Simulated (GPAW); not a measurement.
# LiNbO3 (R3c): one start, several treatments of the self-energy

Wanted: the gap of LiNbO3 (R3c) under several approximations, with cost.

Method: PBE and many-body steps on it, plane waves, in GPAW 26.7.0.

This is a report of a sequence of runs, with most program output left out.

### Step 1. Starting point

The structure is trigonal, space group R3c (No. 161). The conventional cell has a = 5.152 Å, b = 5.152 Å, c = 13.869 Å, α = 90.00°, β = 90.00°, γ = 120.00°. Nearest to Li lie 6 O at 2.07 to 2.24 Å. Nearest to Nb lie 6 O at 1.88 to 2.13 Å. O has 2 Nb at 1.88 to 2.13 Å and 2 Li at 2.07 to 2.24 Å nearest. Farther neighbours and most contacts between anions are not listed.

Coordinates:

```xyz
10
Lattice="2.5758 1.4871 4.6230 -2.5758 1.4871 4.6230 0.0000 -2.9743 4.6230" Properties=species:S:1:pos:R:3 pbc="T T T"
Li    0.0000    0.0000    3.9041
Li    0.0000    0.0000   10.8386
Nb    0.0000    0.0000    0.0008
Nb    0.0000    0.0000    6.9353
O    -0.6338   -1.4403    5.5026
O     1.5642    0.1713    5.5026
O    -0.9305    1.2690    5.5026
O    -1.6453   -0.2181    7.8141
O     0.6338    1.5340    7.8141
O     1.0116   -1.3159    7.8141
```

The cell and positions come from the Crystallography Open Database and are kept as given unless a step says otherwise.

### Step 2. Empty states on the mesh, 4×4×4 mesh, 251 bands

This step: GPAW 26.7.0; DFT, PBE, plane waves, PAW.

The sums over transitions need many empty states on a uniform mesh; this step solves for them.

run.py

```python
import json
import numpy as np
from gpaw.mpi import world
from gpaw import GPAW

calc = GPAW('gs.gpw').fixed_density(kpts={'size': (4, 4, 4), 'gamma': True},
    nbands=292,
    convergence={'bands': 251},
    txt='nscf.txt')
calc.write('full.gpw', mode='all')
res = {}
kpts = calc.get_ibz_k_points()
res['kpts'] = kpts
res['eigenvalues'] = [calc.get_eigenvalues(kpt=k) for k in range(len(kpts))]
res['n_electrons'] = calc.get_number_of_electrons()

if world.rank == 0:
    with open('result.json', 'w') as f:
        json.dump(res, f, default=lambda x: x.tolist())
```

The run is started by

```console
$ mpirun -n 4 gpaw python run.py
```

Run time: 1.7 min. Hardware: 4 MPI ranks of Intel Xeon Platinum 8488C (Sapphire Rapids), shared host; peak memory 1.4 GiB; 6.7 min of CPU time.

Numbers from this step:

* gap: 3.594 eV
* k of the valence top: 0, 0, 0
* k of the conduction bottom: 0.5, 0.25, 0
* least direct gap: 3.598 eV
* k points computed: 14
* lowest point of the top converged band, above the valence top: 86.2590 eV

On this mesh the gap is 3.594 eV.

### Step 3. G0W0, Godby-Needs plasmon pole

Now the one-shot GW correction: screening in the RPA, then the self-energy of the levels asked for.

This step: G0W0 on PBE, plane waves, PAW.

run.py

```python
import json
import numpy as np
from gpaw.mpi import world
from gpaw.response.g0w0 import G0W0

gw = G0W0('full.gpw',
    filename='gw',
    kpts=[0, 9],
    bands=(30, 34),
    ecut=60,
    nbands=112,
    integrate_gamma='WS',
    ppa=True)
gw.calculate()
res = {mode: {k: v for k, v in r.items() if k != 'sigma_eskwn'}
       for mode, r in gw.all_results.items()}

if world.rank == 0:
    with open('result.json', 'w') as f:
        json.dump(res, f, default=lambda x: x.tolist())
```

The run is started by

```console
$ mpirun -n 4 gpaw python run.py
```

Elapsed: 2.9 min, on 4 MPI ranks; peak memory 2.6 GiB; 11 min of CPU time.

Numbers from this step:

- G0W0 gap on the points computed: 5.567 eV
- least direct G0W0 gap on the computed points: 5.576 eV
- Z at the valence top: 0.7769
- Z at the conduction bottom: 0.8173
- starting gap on the mesh: 3.594 eV
- k of the valence top: 0, 0, 0
- k of the conduction bottom: 0.5, 0.25, 0

The gap on the mesh goes from 3.59 eV to 5.57 eV, a correction of +1.97 eV.

### Step 4. One-shot HSE06

This step: one-shot HSE06 levels on PBE orbitals, plane waves, PAW.

run.py

```python
import json
import numpy as np
from gpaw.mpi import world
from gpaw.hybrids.eigenvalues import non_self_consistent_eigenvalues

dft, vxc, vxc_hyb = non_self_consistent_eigenvalues('full.gpw', 'HSE06', 30, 34, kpt_indices=[0, 9])
res = {'dft': dft[0], 'hybrid': (dft - vxc + vxc_hyb)[0]}
if world.rank == 0:
    with open('hybrid.txt', 'w') as f:
        for k, e0, e1 in zip([0, 9], res['dft'], res['hybrid']):
            print(k, ' '.join(f'{x:9.4f}' for x in e0), '|', ' '.join(f'{x:9.4f}' for x in e1), file=f)

if world.rank == 0:
    with open('result.json', 'w') as f:
        json.dump(res, f, default=lambda x: x.tolist())
```

The run is started by

```console
$ mpirun -n 4 gpaw python run.py
```

It took 10 s on 4 MPI ranks; peak memory 2.1 GiB.

This step gave:

| Property | Result |
| --- | --- |
| starting gap on the mesh | 3.594 eV |
| hybrid gap on the mesh | 5.551 eV |
| least direct hybrid gap on the computed points | 5.551 eV |

### Step 5. G0W0, extrapolated in the cutoff

This step: G0W0 on PBE, plane waves, PAW.

run.py

```python
import json
import numpy as np
from gpaw.mpi import world
from gpaw.response.g0w0 import G0W0

gw = G0W0('full.gpw',
    filename='gw',
    kpts=[0, 9],
    bands=(30, 34),
    ecut=100.0,
    integrate_gamma='WS',
    ppa=True,
    ecut_extrapolation=True)
gw.calculate()
res = {mode: {k: v for k, v in r.items() if k != 'sigma_eskwn'}
       for mode, r in gw.all_results.items()}

if world.rank == 0:
    with open('result.json', 'w') as f:
        json.dump(res, f, default=lambda x: x.tolist())
```

The run is started by

```console
$ mpirun -n 4 gpaw python run.py
```

The job ended after 10 min (4 MPI ranks; peak memory 2.6 GiB; 40 min of CPU time).

Numbers from this step:

```
quasiparticle gap on the points computed              : 5.578 eV
least direct quasiparticle gap on the computed points : 5.578 eV
Z at the valence top                                  : 0.7656
Z at the conduction bottom                            : 0.8083
starting gap on the mesh                              : 3.594 eV
k of the valence top                                  : 0, 0, 0
k of the conduction bottom                            : 0, 0, 0
gaps at the cutoffs of the extrapolation              : 5.521, 5.526, 5.533 eV
```

Against G0W0 in GPAW (4×4×4 mesh, 112 bands, screening to 60 eV, Godby-Needs plasmon pole), the gap moves by +0.011 eV.

### Step 6. One-shot Hartree-Fock

This step: one-shot Hartree-Fock levels on PBE orbitals, plane waves, PAW.

run.py

```python
import json
import numpy as np
from gpaw.mpi import world
from gpaw.hybrids.eigenvalues import non_self_consistent_eigenvalues

dft, vxc, vxc_hyb = non_self_consistent_eigenvalues('full.gpw', 'EXX', 30, 34, kpt_indices=[0, 9])
res = {'dft': dft[0], 'hybrid': (dft - vxc + vxc_hyb)[0]}
if world.rank == 0:
    with open('hybrid.txt', 'w') as f:
        for k, e0, e1 in zip([0, 9], res['dft'], res['hybrid']):
            print(k, ' '.join(f'{x:9.4f}' for x in e0), '|', ' '.join(f'{x:9.4f}' for x in e1), file=f)

if world.rank == 0:
    with open('result.json', 'w') as f:
        json.dump(res, f, default=lambda x: x.tolist())
```

The run is started by

```console
$ mpirun -n 4 gpaw python run.py
```

Run time: 9.4 s. Hardware: 4 MPI ranks; peak memory 2.1 GiB; 36 s of CPU time.

Numbers from this step:

```yaml
starting_gap_on_the_mesh: 3.594 eV
hybrid_gap_on_the_mesh: 14.51 eV
least_direct_hybrid_gap_on_the_computed_points: 14.51 eV
```

### Step 7. G0W0, full frequency, Hilbert transform

This step: G0W0 on PBE, plane waves, PAW.

run.py

```python
import json
import numpy as np
from gpaw.mpi import world
from gpaw.response.g0w0 import G0W0

gw = G0W0('full.gpw',
    filename='gw',
    kpts=[0, 9],
    bands=(30, 34),
    ecut=60,
    nbands=112,
    integrate_gamma='WS',
    frequencies={'type': 'nonlinear', 'domega0': 0.1, 'omega2': 15.0},
    eta=0.1,
    nblocksmax=True)
gw.calculate()
res = {mode: {k: v for k, v in r.items() if k != 'sigma_eskwn'}
       for mode, r in gw.all_results.items()}

if world.rank == 0:
    with open('result.json', 'w') as f:
        json.dump(res, f, default=lambda x: x.tolist())
```

The run is started by

```console
$ mpirun -n 4 gpaw python run.py
```

Run time: 3.5 min. Hardware: 4 MPI ranks; peak memory 2.7 GiB.

Numbers from this step:

```yaml
g0w0_gap_on_the_points_computed: 5.474 eV
least_direct_g0w0_gap_on_the_computed_points: 5.475 eV
starting_gap_on_the_mesh: 3.594 eV
k_of_the_valence_top: 0, 0, 0
k_of_the_conduction_bottom: 0.5, 0.25, 0
```

Against G0W0 in GPAW (4×4×4 mesh, 112 bands, screening to 60 eV, Godby-Needs plasmon pole), the gap moves by −0.093 eV.

### Step 8. Side by side

Times are wall times on 4 MPI ranks of Intel Xeon Platinum 8488C (Sapphire Rapids), shared host, good to a factor of about two.

| run | mesh | bands | screening cutoff (eV) | DFT gap (eV) | gap on the mesh (eV) | direct (eV) | time |
| --- | --- | --- | --- | --- | --- | --- | --- |
| G0W0, Godby-Needs plasmon pole | 4×4×4 | 112 | 60 | 3.594 | 5.567 | 5.576 | 2.9 min |
| one-shot HSE06 | 4×4×4 | - | - | 3.594 | 5.551 | 5.551 | 10 s |
| G0W0, extrapolated in the cutoff | 4×4×4 | - | 100 | 3.594 | 5.578 | 5.578 | 10 min |
| one-shot Hartree-Fock | 4×4×4 | - | - | 3.594 | 14.509 | 14.509 | 9.4 s |
| G0W0, full frequency, Hilbert transform | 4×4×4 | 112 | 60 | 3.594 | 5.474 | 5.475 | 3.5 min |

### Step 9. Outcome

- G0W0, Godby-Needs plasmon pole: 5.567 eV
- one-shot HSE06: 5.551 eV
- G0W0, extrapolated in the cutoff: 5.578 eV
- one-shot Hartree-Fock: 14.509 eV
- G0W0, full frequency, Hilbert transform: 5.474 eV
- known limits: not at the basis limit; no spin-orbit coupling

One-shot HSE06: −0.016 eV against G0W0, Godby-Needs plasmon pole. G0W0, extrapolated in the cutoff: +0.011 eV against G0W0, Godby-Needs plasmon pole, at other bands or cutoff, so not like for like. One-shot Hartree-Fock: +8.942 eV against G0W0, Godby-Needs plasmon pole. G0W0, full frequency, Hilbert transform: −0.093 eV against G0W0, Godby-Needs plasmon pole. Bare exchange alone opens the gap to 14.51 eV; against G0W0, correlation takes back 8.94 eV. One-shot hybrid levels are evaluated on the PBE orbitals. Bands and cutoff are finite, so the gap is not at the basis limit. The miss can reach some tenths of an eV and take either sign; the mesh is an error of its own. These stock PAW sets were not made for GW. In the G0W0 runs levels were corrected at 2 k points alone, so a gap called «on the mesh» is the least over those, and an edge elsewhere would be missed. The many-body steps are scalar-relativistic: spin-orbit coupling is not in them.

[Paths, hosts, dates, memory and timing lines, banners, echoed tables and standing remarks are left out of the program output.]

[Logs are printed without paths, hosts, clocks, repeated set-up lines and the standing remarks that a program may print on its own settings, such as how far it seeks lower states.]

[Runs of the session that timed out or met a known fault of the program may be left out.]

[Hosts, paths, dates, database ids (printed as entryN), source tags and the programs' standing remarks are cut or masked in the printed files.]
